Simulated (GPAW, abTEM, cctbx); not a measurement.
## Na2GaF4: the scripts behind a bonding study

Short scripts, each with its output. The start was made by putting kin elements into a known structure type; the compound need not exist, or be stable, in this form.

## 1. Build the all-electron density and subtract free atoms

```text
cell
1.0
     0.000000000   -4.166824200    0.000000000
     4.166824200    0.000000000    0.000000000
    -2.083412100    2.083412100    5.996222320
Ga Na F
1 2 4
Direct
0.000000000 0.000000000 0.000000000
0.645585980 0.645585980 0.291171960
0.354414020 0.354414020 0.708828040
0.000000000 0.500000000 0.000000000
0.500000000 0.000000000 0.000000000
0.827140700 0.827140700 0.654281400
0.172859300 0.172859300 0.345718600
```

```python
import numpy as np
from ase.io import read
from ase.units import Bohr
from gpaw import GPAW, PW, FermiDirac
from gpaw.calculator import GPAW as OldGPAW
from gpaw.mpi import serial_comm, world
from scipy.special import erfc
from scipy.spatial import cKDTree

atoms = read("cell.vasp")
atoms.calc = GPAW(mode=PW(550), xc="PBE", kpts={"size": (5, 5, 5), "gamma": True},
                 occupations=FermiDirac(0.05), maxiter=120, symmetry={"tolerance": 1e-5}, txt="scf.txt")
atoms.get_potential_energy()
rho = atoms.calc.get_all_electron_density(gridrefinement=2)
moments = atoms.get_magnetic_moments() if atoms.calc.get_number_of_spins() == 2 else np.zeros(len(atoms))
total = atoms.get_magnetic_moment() if moments.any() else 0.0
if world.rank == 0:
    free = OldGPAW(mode=PW(550), xc="PBE", txt=None, communicator=serial_comm)
    neutral = atoms.copy()
    neutral.set_initial_magnetic_moments(None)
    free.initialize(neutral)
    free.set_positions(neutral)
    drho = rho - free.get_all_electron_density(gridrefinement=2)
    # GPAW starts from confined atoms: exchange their smooth part for that of the datasets' free atoms
    h = np.stack(np.meshgrid(*[np.fft.fftfreq(n, 1 / n) for n in drho.shape], indexing="ij"), -1)
    gabs = np.linalg.norm(h @ atoms.cell.reciprocal(), axis=-1)
    tails = np.fft.fftn(free.get_pseudo_density(gridrefinement=2))
    g, form, v0 = np.linspace(0, gabs.max(), 1500), {}, 0
    for e in set(atoms.symbols):
        idx = atoms.symbols.search(e)
        d = free.setups[idx[0]].data
        r, w = d.rgd.r_g * Bohr, d.rgd.r_g**2 * d.rgd.dr_g
        j0 = np.sinc(2 * g[:, None] * r)
        smooth = sum(f * p**2 for f, p in zip(d.f_j, d.phit_jg)) + np.sqrt(4 * np.pi) * d.nct_g
        full = sum(f * p**2 for f, p in zip(d.f_j, d.phi_jg)) + np.sqrt(4 * np.pi) * d.nc_g
        phase = sum(np.exp(-2j * np.pi * h @ s) for s in atoms.get_scaled_positions()[idx])
        tails -= np.interp(gabs, g, j0 @ (smooth * w)) * phase * drho.size / atoms.get_volume()
        form[e] = j0 @ (full * w)
        v0 += 2 * np.pi / 3 * 14.3996 * (full * w * r**2).sum() * len(idx)  # V A^3
    tails *= 0.5 * erfc((gabs - 1.8) / 0.25)  # the tails differ at long wavelengths alone
    drho += np.fft.ifftn(tails).real  # crystal minus superposed spherical free atoms
    np.save("drho.npy", drho)
    dv = atoms.get_volume() / drho.size
    print("grid", drho.shape, " electrons %.3f" % (rho.sum() * dv), " moved by bonding %.3f e" % (abs(drho).sum() * dv / 2))
    pts = np.indices(drho.shape).reshape(3, -1).T / drho.shape @ atoms.cell
    shifts = (np.indices((3, 3, 3)).reshape(3, -1).T - 1) @ atoms.cell
    images = (atoms.positions[None] + shifts[:, None]).reshape(-1, 3)
    dist, idx = cKDTree(images).query(pts, k=4)
    out = drho.ravel()[dist[:, 0] > 0.5]
    print("deformation density beyond 0.5 A of the nuclei: max %.3f, min %.3f e/A^3" % (out.max(), out.min()))
    tie = dist < dist[:, :1] + 1e-4
    q = -np.bincount((idx % len(atoms))[tie], (drho.ravel()[:, None] / tie.sum(1, keepdims=True) * tie)[tie], len(atoms)) * dv
    print("atom        x       y       z   Voronoi charge  moment")
    for a, s, c, m in zip(atoms, atoms.get_scaled_positions(), q, moments):
        print("%-2s%-3d %7.4f %7.4f %7.4f %10.3f %10.2f" % (a.symbol, a.index + 1, *s, c, m))
    np.savez("free.npz", g=g, **form)
    print("mean inner potential of superposed free atoms %.3f V" % (v0 / atoms.get_volume()))
    print("total magnetic moment %.3f muB" % total)
```

```console
$ OMP_NUM_THREADS=1 mpirun -n 4 gpaw python run.py > gpaw.log
```

```text
gpts.py:43: UserWarning: Initial realspace grid (24,24,40) inconsistent with symmetries.
gpts.py:43: UserWarning: Initial realspace grid (24,24,40) inconsistent with symmetries.
gpts.py:43: UserWarning: Initial realspace grid (24,24,40) inconsistent with symmetries.
gpts.py:43: UserWarning: Initial realspace grid (24,24,40) inconsistent with symmetries.
gpts.py:70: UserWarning: Using symmetrized grid: (40,40,40).
gpts.py:70: UserWarning: Using symmetrized grid: (40,40,40).
gpts.py:70: UserWarning: Using symmetrized grid: (40,40,40).
gpts.py:70: UserWarning: Using symmetrized grid: (40,40,40).
grid (80, 80, 80)  electrons 89.000  moved by bonding 1.356 e
deformation density beyond 0.5 A of the nuclei: max 0.157, min -0.071 e/A^3
atom        x       y       z   Voronoi charge  moment
Ga1    0.0000  0.0000  0.0000      0.335       0.00
Na2    0.6456  0.6456  0.2912      0.282       0.00
Na3    0.3544  0.3544  0.7088      0.282       0.00
F 4    0.0000  0.5000  0.0000     -0.193       0.00
F 5    0.5000  0.0000  0.0000     -0.193       0.00
F 6    0.8271  0.8271  0.6543     -0.256       0.00
F 7    0.1729  0.1729  0.3457     -0.256       0.00
mean inner potential of superposed free atoms 11.089 V
total magnetic moment 0.000 muB
```

Time: 21 s on 4 cores of AMD EPYC 9R14 (Zen 4) (shared host), peak memory 1.4 GiB.

## 2. Fourier-transform the difference

```python
from cctbx import adptbx, crystal, miller, xray
from cctbx.eltbx import tiny_pse
import numpy as np

cs = crystal.symmetry(unit_cell=(4.1668, 4.1668, 11.9924, 90, 90, 90), space_group_symbol='Hall: -I 4 2')  # I4/mmm
atoms = [  # label, site, U (iso, or U11 U22 U33 U12 U13 U23 in A^2), occupancy
    ("Ga1", (0, 0, 0), 0.0000, 1),
    ("Na1", (0.5, 0.5, 0.14559), 0.0000, 1),
    ("F1", (0.5, 0, 0), 0.0000, 1),
    ("F2", (0.5, 0.5, 0.32714), 0.0000, 1),
]
xs = xray.structure(crystal_symmetry=cs)
for label, site, u, occ in atoms:
    u = adptbx.u_cif_as_u_star(cs.unit_cell(), u) if isinstance(u, tuple) else u
    xs.add_scatterer(xray.scatterer(label, site=site, u=u, occupancy=occ))
xs.scattering_type_registry(table="wk1995")
drho = np.load("drho.npy")
T = np.array([[0, 1, 0], [-1, 0, 0], [1, 1, 2]])  # conventional axes in terms of the primitive ones
dF = np.fft.ifftn(drho) * 208.21791  # electrons a conventional cell, indexed by primitive hkl
ms = miller.build_set(cs, anomalous_flag=False, d_min=0.9).sort("resolution")
iam = ms.structure_factors_from_scatterers(xs, algorithm="direct").f_calc()
p1 = xs.expand_to_p1()
z = np.array([tiny_pse.table(sc.scattering_type).atomic_number() for sc in p1.scatterers()])
x = np.array(p1.sites_frac())
free = np.load("free.npz")
print("static structure factors of the conventional cell: F in electrons, V (Mott-Bethe) in volts")
print("   h  k  l      d  |F| table  |F| free   |F| DFT   change   |V| free  |V| DFT  change %")
for h, d, table in list(zip(ms.indices(), ms.d_spacings().data(), iam.data()))[:16]:
    df = dF[tuple(np.rint(np.linalg.solve(T, h)).astype(int))]
    phase = np.exp(2j * np.pi * x @ h)
    f = sum(np.interp(1 / d, free["g"], free[sc.scattering_type]) * p for sc, p in zip(p1.scatterers(), phase))
    fz = (z * phase).sum()
    c = 14.3996 * d * d / (np.pi * cs.unit_cell().volume())
    v0, v1 = abs(fz - f) * c, abs(fz - f - df) * c
    print("%4d%3d%3d %7.4f %9.3f %9.3f %9.3f %8.3f %9.3f %8.3f %8s" % (h + (d, abs(table), abs(f), abs(f + df), abs(f + df) - abs(f), v0, v1, "%.1f" % (100 * (v1 / v0 - 1)) if v0 > 0.02 else "-")))
```

```console
$ python run.py
```

```text
static structure factors of the conventional cell: F in electrons, V (Mott-Bethe) in volts
   h  k  l      d  |F| table  |F| free   |F| DFT   change   |V| free  |V| DFT  change %
   0  0  2  5.9962    63.083    63.032    62.977   -0.055     2.644    2.687      1.6
   1  0  1  3.9360    47.265    47.226    47.614    0.387     1.606    1.474     -8.2
   0  0  4  2.9981    40.351    40.316    40.786    0.470     1.285    1.192     -7.2
   1  1  0  2.9464    87.074    87.024    87.011   -0.013     3.626    3.629      0.1
   1  0  3  2.8846    55.415    55.538    54.234   -1.304     2.066    2.305     11.6
   1  1  2  2.6444     1.255     0.960     2.561    1.601     0.718    0.472    -34.3
   1  1  4  2.1014    12.834    12.627    13.443    0.817     1.221    1.142     -6.5
   2  0  0  2.0834   126.300   125.664   126.874    1.211     5.001    4.885     -2.3
   1  0  5  2.0787    67.135    66.851    67.264    0.413     2.370    2.331     -1.7
   0  0  6  1.9987   113.876   113.289   114.272    0.984     4.446    4.360     -1.9
   2  0  2  1.9680    48.404    48.198    48.461    0.263     1.549    1.527     -1.4
   2  1  1  1.8414    37.334    37.165    37.390    0.225     1.102    1.086     -1.5
   2  0  4  1.7109    32.435    32.279    32.440    0.161     0.936    0.926     -1.1
   2  1  3  1.6890    48.541    48.289    48.242   -0.047     1.164    1.166      0.3
   1  1  6  1.6541    61.484    61.167    61.242    0.074     1.848    1.843     -0.2
   1  0  7  1.5845    20.333    20.236    20.317    0.081     0.389    0.384     -1.2
```

Time: 0.27 s on 1 core of AMD EPYC 9R14 (Zen 4) (shared host), peak memory 0.09 GiB.

## 3. Rock the beam across one reflection

```python
import abtem
import numpy as np
from ase.build import make_supercell
from ase.io import read

abtem.config.set({"dask.lazy": False, "fft": "fftw", "diagnostics.progress_bar": False})
M = [[-1, 0, 0], [1, 1, 2], [0, 1, 0]]  # rows: x, y and beam direction in the primitive cell's axes
unit = make_supercell(read("cell.vasp"), M)
unit.set_cell(list(unit.cell.lengths()) + [90, 90, 90], scale_atoms=True)
unit.positions[:, 2] += 1.0417  # keeps atomic planes off the slice boundaries
unit.wrap()
slab = unit * (1, 1, 168)
print(slab.get_chemical_formula(), "| box %.2f x %.2f x %.2f A" % tuple(slab.cell.lengths()))

# change of the potential by bonding, from the DFT deformation density (Poisson's equation term by term)
drho = np.load("drho.npy")
prim = read("cell.vasp")
h = np.stack(np.meshgrid(*[np.fft.fftfreq(n, 1 / n) for n in drho.shape], indexing="ij"), -1).reshape(-1, 3).astype(int)
g2 = ((h @ prim.cell.reciprocal()) ** 2).sum(1)
keep = (g2 > 0) & (g2 < 2.5**2)
shape = (93, 267, 24)
vg = np.zeros(shape, complex)
hm = h[keep] @ np.array(M).T
move = np.exp(-2j * np.pi * hm[:, 2] * (1.0417 / unit.cell[2, 2] - 0.5 / shape[2]))  # the same shift, sampled at mid-points
vg[tuple(hm.T % np.array(shape)[:, None])] = -14.3996 / np.pi * (np.fft.fftn(drho).ravel() / drho.size)[keep] / g2[keep] * move
dV = np.fft.ifftn(vg).real * vg.size
dV = dV.reshape(93, 267, 2, 12).mean(3) * unit.cell[2, 2] / 2  # V A, projected in each slice
dV = np.tile(dV.transpose(2, 0, 1), (168, 1, 1))


def build(atoms):
    p = abtem.Potential(atoms, gpts=(93, 267), slice_thickness=[slab.cell[2, 2] / 336] * 336,
                        parametrization="lobato", projection="infinite", exit_planes=84).build()
    p.array[:] += BONDING * dV
    return p


def potentials():
    yield build(slab)  # atoms at rest


for label, BONDING in (("IAM", 0.0), ("DFT", 1.0)):
    print("=====", label)
    potential = build(slab)
    print("grid", potential.gpts, "slices", potential.num_slices)
    thickness = potential.exit_thicknesses
    h = np.array(M) @ np.linalg.solve(np.array([[0, 1, 0], [-1, 0, 0], [1, 1, 2]]), [0, 0, 2])
    ix, iy = round(h[0]) * 1, round(h[1]) * 1
    gxy = h[:2] / unit.cell.lengths()[:2]
    along = gxy / np.hypot(*gxy)
    across = np.array([-along[1], along[0]])
    bragg = 500 * abtem.PlaneWave(energy=100000).wavelength * np.hypot(*gxy)
    print("Bragg angle %.3f mrad; beam tilted 46 mrad off the zone axis across the row" % bragg)
    print("dark-field intensity of 0 0 2 against tilt along the row, in Bragg angles")
    print("  t (A)" + "".join("%8.2f" % s for s in [0.2, 0.4, 0.6, 0.8, 1.0, 1.2, 1.4, 1.6, 1.8, 2.0, 2.2, 2.4, 2.6]))
    rows = []
    row = [(n * ix, n * iy) for n in range(-8, 9)]
    for s in [0.2, 0.4, 0.6, 0.8, 1.0, 1.2, 1.4, 1.6, 1.8, 2.0, 2.2, 2.4, 2.6]:
        tilt = -s * bragg * along + 46 * across
        dp = abtem.PlaneWave(energy=100000, tilt=tuple(tilt)).multislice(potential).diffraction_patterns(max_angle="valid").array
        rows.append(dp[:, dp.shape[1] // 2 + ix, dp.shape[2] // 2 + iy])
        if s == 1.0:
            cx, cy = dp.shape[1] // 2, dp.shape[2] // 2
            share = sum(dp[:, cx + i, cy + j] for i, j in row if abs(i) < cx and abs(j) < cy) / dp.sum(axis=(1, 2))
            total = dp.sum(axis=(1, 2))
    for t, a in list(zip(thickness, np.array(rows).T))[1:]:
        print("%7.1f" % t + "".join("%8.4f" % v for v in a))
    print("at the Bragg tilt, share in the row:", share[1:].round(3).tolist(), "total:", total[1:].round(3).tolist())
```

```console
$ python run.py
```

```text
F1344Ga336Na672 | box 4.17 x 11.99 x 700.03 A
===== IAM
grid (93, 267) slices 336
Bragg angle 3.086 mrad; beam tilted 46 mrad off the zone axis across the row
dark-field intensity of 0 0 2 against tilt along the row, in Bragg angles
  t (A)    0.20    0.40    0.60    0.80    1.00    1.20    1.40    1.60    1.80    2.00    2.20    2.40    2.60
  175.0  0.1172  0.1249  0.1306  0.1342  0.1353  0.1341  0.1305  0.1248  0.1171  0.1079  0.0980  0.0882  0.0789
  350.0  0.1495  0.1862  0.2162  0.2401  0.2498  0.2415  0.2185  0.1887  0.1517  0.1106  0.0699  0.0421  0.0270
  525.0  0.0625  0.1044  0.1775  0.2529  0.2897  0.2541  0.1785  0.1050  0.0630  0.0368  0.0073  0.0006  0.0022
  700.0  0.0109  0.0895  0.1265  0.0859  0.0622  0.0858  0.1259  0.0893  0.0112  0.0014  0.0076  0.0007  0.0139
at the Bragg tilt, share in the row: [0.7149999737739563, 0.5, 0.46399998664855957, 0.32600000500679016] total: [0.9980000257492065, 0.9959999918937683, 0.9950000047683716, 0.9929999709129333]
===== DFT
grid (93, 267) slices 336
Bragg angle 3.086 mrad; beam tilted 46 mrad off the zone axis across the row
dark-field intensity of 0 0 2 against tilt along the row, in Bragg angles
  t (A)    0.20    0.40    0.60    0.80    1.00    1.20    1.40    1.60    1.80    2.00    2.20    2.40    2.60
  175.0  0.1162  0.1237  0.1292  0.1327  0.1338  0.1326  0.1291  0.1236  0.1161  0.1072  0.0977  0.0884  0.0796
  350.0  0.1440  0.1823  0.2142  0.2393  0.2494  0.2409  0.2166  0.1849  0.1462  0.1048  0.0655  0.0398  0.0262
  525.0  0.0637  0.1119  0.1860  0.2570  0.2910  0.2583  0.1871  0.1126  0.0642  0.0339  0.0062  0.0005  0.0026
  700.0  0.0122  0.0950  0.1328  0.0933  0.0704  0.0932  0.1322  0.0949  0.0125  0.0017  0.0076  0.0004  0.0162
at the Bragg tilt, share in the row: [0.7149999737739563, 0.5070000290870667, 0.46700000762939453, 0.33399999141693115] total: [0.9980000257492065, 0.9959999918937683, 0.9950000047683716, 0.9929999709129333]
```

Time: 31 s.

## 4. Scan a probe

```python
import abtem
import numpy as np
from ase.build import make_supercell
from ase.io import read

abtem.config.set({"dask.lazy": False, "fft": "fftw", "diagnostics.progress_bar": False})
M = [[-1, 0, 0], [1, 1, 2], [0, 1, 0]]  # rows: x, y and beam direction in the primitive cell's axes
unit = make_supercell(read("cell.vasp"), M)
unit.set_cell(list(unit.cell.lengths()) + [90, 90, 90], scale_atoms=True)
unit.positions[:, 2] += 0.5209  # keeps atomic planes off the slice boundaries
unit.wrap()
slab = unit * (3, 2, 10)
print(slab.get_chemical_formula(), "| box %.2f x %.2f x %.2f A" % tuple(slab.cell.lengths()))

# change of the potential by bonding, from the DFT deformation density (Poisson's equation term by term)
drho = np.load("drho.npy")
prim = read("cell.vasp")
h = np.stack(np.meshgrid(*[np.fft.fftfreq(n, 1 / n) for n in drho.shape], indexing="ij"), -1).reshape(-1, 3).astype(int)
g2 = ((h @ prim.cell.reciprocal()) ** 2).sum(1)
keep = (g2 > 0) & (g2 < 2.5**2)
shape = (30, 86, 24)
vg = np.zeros(shape, complex)
hm = h[keep] @ np.array(M).T
move = np.exp(-2j * np.pi * hm[:, 2] * (0.5209 / unit.cell[2, 2] - 0.5 / shape[2]))  # the same shift, sampled at mid-points
vg[tuple(hm.T % np.array(shape)[:, None])] = -14.3996 / np.pi * (np.fft.fftn(drho).ravel() / drho.size)[keep] / g2[keep] * move
dV = np.fft.ifftn(vg).real * vg.size
dV = dV.reshape(30, 86, 4, 6).mean(3) * unit.cell[2, 2] / 4  # V A, projected in each slice
dV = np.tile(dV.transpose(2, 0, 1), (10, 3, 2))


def build(atoms):
    p = abtem.Potential(atoms, gpts=(90, 172), slice_thickness=[slab.cell[2, 2] / 40] * 40,
                        parametrization="lobato", projection="infinite", exit_planes=20).build()
    p.array[:] += BONDING * dV
    return p


sigmas = {'Ga': 0.089, 'Na': 0.105, 'F': 0.107}  # r.m.s. displacement along each axis, A
u = np.array([sigmas[s] for s in slab.symbols])[:, None]
rng = np.random.default_rng(568)


def potentials():
    for _ in range(2):  # frozen phonons, one configuration at a time
        atoms = slab.copy()
        atoms.positions += u * rng.standard_normal((len(atoms), 3))
        atoms.wrap()
        yield build(atoms)


for label, BONDING in (("IAM", 0.0), ("DFT", 1.0)):
    print("=====", label)
    rng = np.random.default_rng(568)  # the same displacements for both
    potential = build(slab)
    print("grid", potential.gpts, "slices", potential.num_slices)
    thickness = potential.exit_thicknesses
    probe = abtem.Probe(energy=100000, semiangle_cutoff=25)
    probe.grid.match(potential)
    print("wavelength %.5f A, largest angle on the grid %.0f mrad" % (probe.wavelength, min(probe.cutoff_angles)))
    detectors = {"ABF": (12, 25), "BF": (0, 12), "LAADF": (30, 80)}  # mrad
    columns = [  # name, x, y (A)
        ("GaF", 0.000, 0.000),
        ("Na", 2.083, 1.746),
        ("F", 2.083, 0.000),
        ("F_b", 2.083, 3.923),
        ("void", 1.042, 8.994),
    ]
    scan = abtem.GridScan(start=(0.0000, 0.0000), end=(4.1668, 11.9924), gpts=(12, 34), endpoint=False)
    dets = [abtem.AnnularDetector(*v) for v in detectors.values()] + [abtem.PixelatedDetector(max_angle=38)]
    runs = [probe.scan(p, scan=scan, detectors=dets, max_batch=32) for p in potentials()]
    out = [sum(x[1:], x[0]) / len(x) for x in zip(*runs)]
    images = dict(zip(detectors, out))
    images["iCOM"] = out[-1].center_of_mass().integrate_gradient()
    np.save(label + "_pacbed.npy", out[-1].array.mean(axis=(1, 2)))
    print("PACBED pixel %.3f x %.3f mrad" % out[-1].angular_sampling)
    for name, im in images.items():
        im = im.interpolate(sampling=0.1, boundary="periodic").gaussian_filter(0.25)
        np.save(label + "_" + name + ".npy", im.array)
        print(name, "signal at the columns" + (", fraction of the beam" if name in detectors else ""))
        print("  t (A)     mean" + "".join("%10s" % c[0][:9] for c in columns))
        for t, a in list(zip(thickness, im.array))[1:]:
            at = [a[round((x - 0.0000) / im.sampling[0]) % a.shape[0], round((y - 0.0000) / im.sampling[1]) % a.shape[1]] for _, x, y in columns]
            print("%7.1f %8.5f" % (t, a.mean()) + "".join("%10.5f" % v for v in at))
```

```console
$ python run.py
```

```text
F480Ga120Na240 | box 12.50 x 23.98 x 41.67 A
===== IAM
grid (90, 172) slices 40
wavelength 0.03701 A, largest angle on the grid 88 mrad
PACBED pixel 2.961 x 1.543 mrad
ABF signal at the columns, fraction of the beam
  t (A)     mean       GaF        Na         F       F_b      void
   20.8  0.72814   0.40612   0.69428   0.71331   0.70709   0.75713
   41.7  0.70675   0.42262   0.60167   0.64055   0.62884   0.76133
BF signal at the columns, fraction of the beam
  t (A)     mean       GaF        Na         F       F_b      void
   20.8  0.22904   0.16096   0.24736   0.24334   0.24816   0.23331
   41.7  0.22083   0.12999   0.29442   0.27635   0.29011   0.21790
LAADF signal at the columns, fraction of the beam
  t (A)     mean       GaF        Na         F       F_b      void
   20.8  0.02672   0.27294   0.03906   0.02980   0.03022   0.00407
   41.7  0.03833   0.20262   0.05726   0.04821   0.04554   0.00820
iCOM signal at the columns
  t (A)     mean       GaF        Na         F       F_b      void
   20.8  0.03347   0.13358   0.05459   0.05065   0.04586   0.01756
   41.7  0.03347   0.11099   0.07344   0.06378   0.05912   0.00665
===== DFT
grid (90, 172) slices 40
wavelength 0.03701 A, largest angle on the grid 88 mrad
PACBED pixel 2.961 x 1.543 mrad
ABF signal at the columns, fraction of the beam
  t (A)     mean       GaF        Na         F       F_b      void
   20.8  0.72841   0.40745   0.69226   0.71559   0.71041   0.75713
   41.7  0.70716   0.42156   0.59561   0.64704   0.63828   0.76113
BF signal at the columns, fraction of the beam
  t (A)     mean       GaF        Na         F       F_b      void
   20.8  0.22913   0.16154   0.24828   0.24250   0.24674   0.23339
   41.7  0.22101   0.13103   0.29785   0.27287   0.28477   0.21824
LAADF signal at the columns, fraction of the beam
  t (A)     mean       GaF        Na         F       F_b      void
   20.8  0.02645   0.27183   0.03945   0.02890   0.02917   0.00398
   41.7  0.03791   0.20258   0.05793   0.04674   0.04385   0.00806
iCOM signal at the columns
  t (A)     mean       GaF        Na         F       F_b      void
   20.8  0.03373   0.13351   0.05697   0.04973   0.04325   0.01766
   41.7  0.03373   0.11146   0.07762   0.06197   0.05420   0.00653
```

Time: 40 s.

[Outputs are excerpts: Python notices, other lines and further rows are left out; steps that failed or that the build refused (PBEsol, TPSS) are not shown.]

[Logs are printed without paths, hosts, clocks, repeated set-up lines and the standing remarks that a program may print on its own settings, such as how far it seeks lower states.]
